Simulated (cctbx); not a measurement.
**Reading a Patterson map**

Space group I4/mcm (no. 140), a = 7.3900 Å, b = 7.3900 Å, c = 12.9770 Å, α = 90.00°, β = 90.00°, γ = 90.00°, content Dy20 Ni8 V4.

Simulated single-crystal data (cctbx): Mo Kα, λ = 0.71073 Å, to d = 0.7 Å, 80 % of the full sphere, strongest reflection 40000 counts, noise from counting, a 1.5 % proportional error and a noise floor of 15 counts (s.d.); no absorption.

Patterson synthesis, origin scaled to 1000:

```text
Patterson group I 4/m m m
      u       v       w   height  length (A)
  0.000   0.000   0.000   1000.0     0.00
  0.000   0.000   0.269    438.9     3.48
  0.000   0.321   0.500    362.5     6.91
  0.161   0.338   0.132    205.1     3.26
  0.000   0.000   0.500    187.8     6.49
  0.000   0.322   0.228    178.3     3.80
  0.180   0.180   0.500    159.5     6.75
  0.000   0.000   0.362    113.0     4.70
  0.177   0.177   0.226     80.1     3.47
  0.000   0.292   0.139     60.5     2.81
  0.212   0.212   0.140     34.2     2.87
  0.127   0.376   0.000     33.0     2.93
  0.000   0.076   0.062     21.9     0.99
  0.091   0.353   0.437     13.4     6.28
```

Q: Assign the vectors.

A peak at u stands for all pairs with xi − xj = u, with weight Σ ZiZj against Σ Z² = 95508 at the origin. Peak heights follow these weights only roughly, since form factors, motion and series ripples differ, all vectors within 0.55 Å of a peak are counted as merged into it though the farther ones add only part of their weight, and F(000) is left out, which lowers the whole map:

| u | v | w | shortest length (Å) | height | 1000 ΣZiZj/ΣZ² | pairs in the cell |
| --- | --- | --- | --- | --- | --- | --- |
| 0.000 | 0.000 | 0.269 | 3.49 | 439 | 492 | 8 × Dy–Dy, 8 × Dy–V |
| 0.000 | 0.321 | 0.500 | 3.92 | 362 | 398 | 8 × Dy–Dy, 4 × Ni–Ni |
| 0.161 | 0.338 | 0.132 | 3.25 | 205 | 246 | 4 × Dy–Dy, 4 × Dy–V |
| 0.000 | 0.000 | 0.500 | 5.23 | 188 | 205 | 4 × Dy–Dy, 4 × V–V |
| 0.000 | 0.322 | 0.228 | 3.80 | 178 | 182 | 4 × Dy–Dy |
| 0.180 | 0.180 | 0.500 | 3.34 | 160 | 182 | 4 × Dy–Dy |
| 0.000 | 0.000 | 0.362 | 4.70 | 113 | 310 | 16 × Dy–Ni |
| 0.177 | 0.177 | 0.226 | 3.47 | 80 | 91 | 2 × Dy–Dy |
| 0.000 | 0.292 | 0.139 | 2.81 | 60 | 155 | 8 × Dy–Ni |

The table stops at ten peaks or at a height of 45, below which ripples compete. In the model behind the data Dy, the heaviest element, has 2 independent sites: (0, 0, 0) and (0.1608, 0.6608, 0.1355), up to an allowed shift of origin; the Dy–Dy vectors are differences of these positions and their symmetry mates. The whole model:

```csv
atom,mult.,x,y,z,Ueq (Å²)
Dy1,4,0,0,0,0.0153
Dy2,16,0.1608,0.6608,0.1355,0.0173
Ni1,8,0.8711,0.6289,0,0.0284
V1,4,1/2,1/2,1/4,0.0302
```

This is a model crystal, built by substitution and not relaxed, with assumed displacement parameters.

[Logs are printed without paths, hosts, clocks, repeated set-up lines and the standing remarks that a program may print on its own settings, such as how far it seeks lower states.]
